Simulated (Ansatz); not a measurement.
Consider BaNaYWO6 (F-43m).

```xyz
10
Lattice="0.0000 4.2068 4.2068 4.2068 0.0000 4.2068 4.2068 4.2068 0.0000" Properties=species:S:1:pos:R:3 pbc="T T T"
Na    2.1034    2.1034    2.1034
Ba    6.3102    6.3102    6.3102
Y     4.2068    4.2068    4.2068
W     0.0000    0.0000    0.0000
O     1.9558    4.2068    4.2068
O     6.4578    4.2068    4.2068
O     4.2068    4.2068    6.4578
O     4.2068    4.2068    1.9558
O     4.2068    1.9558    4.2068
O     4.2068    6.4578    4.2068
```

The cell and positions are those that the Materials Project relaxed with its own functionals (PBE, PBE+U or r2SCAN), kept fixed. At the settings of the band run the largest force is still 0.44 eV/Å. Spin-orbit coupling is left out unless a run names it.

Gaps computed with Ansatz 0.2.0 without a self-energy: LDA 2.30 eV, PBEsol 2.36 eV, PBE 2.43 eV, r2SCAN 2.78 eV, PBE0 4.50 eV and DDH-PBE0 4.21 eV. The mean ε∞ by PBE perturbation theory is 4.63.

Question: Estimate the G0W0@PBE gap with 4×4×4 mesh, 816 empty bands, screening to 180 eV, PAW set soft_1 files.

About 3.73 eV: on its mesh the run moves the gap from 2.43 eV by +1.30 eV. Among the scalar-relativistic levels given, DDH-PBE0 is nearest (+0.48 eV). One-shot corrections scale roughly with one over ε∞, here 0.22. Bands and cutoff are finite, so the gap is not at the basis limit. The miss can reach some tenths of an eV and take either sign; the mesh is an error of its own. The many-body steps are scalar-relativistic: spin-orbit coupling is not in them.

[Paths, hosts, dates, memory and timing lines, banners, echoed tables and standing remarks are left out of the program output.]

[Logs are printed without paths, hosts, clocks, repeated set-up lines and the standing remarks that a program may print on its own settings, such as how far it seeks lower states.]

[Runs of the session that timed out or met a known fault of the program may be left out.]

[Cells called generated may have been cut or substituted from an entry of the Crystallography Open Database or the Materials Project.]

[Hosts, paths, dates, database ids (printed as entryN), source tags and the programs' standing remarks are cut or masked in the printed files.]
